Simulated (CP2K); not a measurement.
Consider dicyanamide at its PBE geometry (Å).

```xyz
5

N    -2.2006   -0.6797    0.0221
C    -1.1419   -0.1721   -0.1431
N    -0.0459    0.4891   -0.4297
C     1.1357    0.2387    0.0847
N     2.2528    0.1240    0.4661
```

Method: CP2K XAS_TDP, all-electron GAPW, PBEh(45%), aug-cc-pVTZ, TDA, no relativity.

Q: Predict the bright core excitations at the N K edge.

Leading lines: N1 395.47 eV and N3 398.82 eV. The leading line of an atom is its first one with 35 % of the strongest within 2.5 eV of its lowest line over the strength cut. 

The first six lines of each atom with a strength over 0.0015:

| atom | energy (eV) | states | strength, one atom |
| --- | --- | --- | --- |
| N1 (bonded to C), 2 alike | 395.47 | 1 | 0.0512 |
|  | 396.06 | 1 | 0.0470 |
|  | 397.71 | 1 | 0.0026 |
|  | 398.55 | 1 | 0.0017 |
|  | 399.03 | 1 | 0.0017 |
|  | 399.81 | 1 | 0.0041 |
| N3 (bonded to 2 C) | 397.74 | 1 | 0.0032 |
|  | 398.66 | 1 | 0.0064 |
|  | 398.82 | 1 | 0.0176 |
|  | 398.90 | 1 | 0.0069 |
|  | 398.97 | 2 | 0.0027 |
|  | 399.86 | 1 | 0.0338 |

Lines are vertical, at one geometry, with no vibrational structure. Without a correction of the core level, line positions, and the gaps between valence and Rydberg lines, follow the share of exact exchange. At this level such K lines come out 3 to 6 eV under measured ones. These values hold no scalar relativity, about 0.2 eV for N 1s. Rydberg lines, and the discretised continuum above threshold, depend on the basis and the box. The ion (charge -1) is isolated, with no counter-ion or solvent. In an isolated anion many lines lie above the ionisation threshold and are held only by the finite basis.

[Banner, clock and machine lines of the logs are left out without a mark of their own.]

[Logs are printed without paths, hosts, clocks, repeated set-up lines and the standing remarks that a program may print on its own settings, such as how far it seeks lower states.]

[Hosts, paths, dates, database ids (printed as entryN), source tags and the programs' standing remarks are cut or masked in the printed files.]
